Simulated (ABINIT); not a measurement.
# Calculated records

```xyz
4
Lattice="4.091 0.000 0.000 -2.046 3.543 0.000 0.000 0.000 4.763" Properties=species:S:1:pos:R:3 pbc="T T T" subject="CaGaSiH (P3m1): a self-consistent loop beyond G0W0, cycle by cycle" method="RPA screening on LDA from quasiparticle energies, plane waves, norm-conserving pseudopotentials (and 5 further levels or steps)" program="ABINIT 10.8.3" settings="cutoff 45 Ha, PseudoDojo scalar-relativistic 0.4.1 stringent, norm-conserving, ngkpt (3, 3, 2), nband 63, ecuteps 3.9 Ha, gwcalctyp 10, inclvkb 2, shiftk (0, 0, 0), symchi 1, awtr 1, frequency ppm, cycle 2, q points all but q = 0, 3×3×2 k-mesh" cost="13 runs, 2.8 min in all on 4 MPI ranks of Arm Neoverse V2, shared host" notes="The program’s warnings: nkpt*nsppol () is not a multiple of nproc spkpt (). The cell and positions come from the Crystallography Open Database and are kept as given unless a step says otherwise. Limits: no spin-orbit coupling. The first cycle of evGW0 takes the full correction, without the factor Z, so it overshoots the one-shot value. The 3×3×2 mesh is coarse for this cell, which bears on the long-range parts of exchange and screening. The RPA ε∞ on this mesh reaches over 25; with a narrow direct gap a coarse mesh can overstate it, and the correction is then too small." g0w0="1.094 eV" evgw0_cycle_1="1.300 eV" evgw0_cycle_2="1.183 eV" evgw0_cycle_3="1.198 eV" evgw0_cycle_4="1.196 eV" evgw_cycle_1="1.260 eV" evgw_cycle_2="1.263 eV" known_limits="short of the basis limit; mesh may overstate the screening; no spin-orbit coupling; coarse k mesh"
Ca    0.000    2.362    0.000
Ga    0.000    0.000    2.652
Si    2.046    1.181    2.066
H     0.000    0.000    4.406
```

[Long decimals in the printed logs are rounded to 6 places.]

[Logs are printed without paths, hosts, clocks, repeated set-up lines and the standing remarks that a program may print on its own settings, such as how far it seeks lower states.]

[Paths, hosts, dates, memory and timing lines, banners, echoed tables and standing remarks are left out of the program output; an Ansatz launch command may be rebuilt from the run's recorded settings. Measured values are a selection of at most five: reports struck by readers or far from the other reports are left out. None is set beside runs whose start may be inverted or whose files or cutoffs have a known fault.]

[Runs of the session that timed out or met a known fault of the program may be left out.]

[Hosts, paths, dates, database ids (printed as entryN), source tags and the programs' standing remarks are cut or masked in the printed files.]

[G0W0 gaps are taken among the corrected bands and points alone; a level outside them can change the order at an edge.]

[Where Ansatz stands beside ABINIT at settings called matched, ABINIT's density can come from a denser mesh and the files from another edition; pairs whose starting gaps differed by over 0.03 eV were left out, so agreement reads better than it is.]
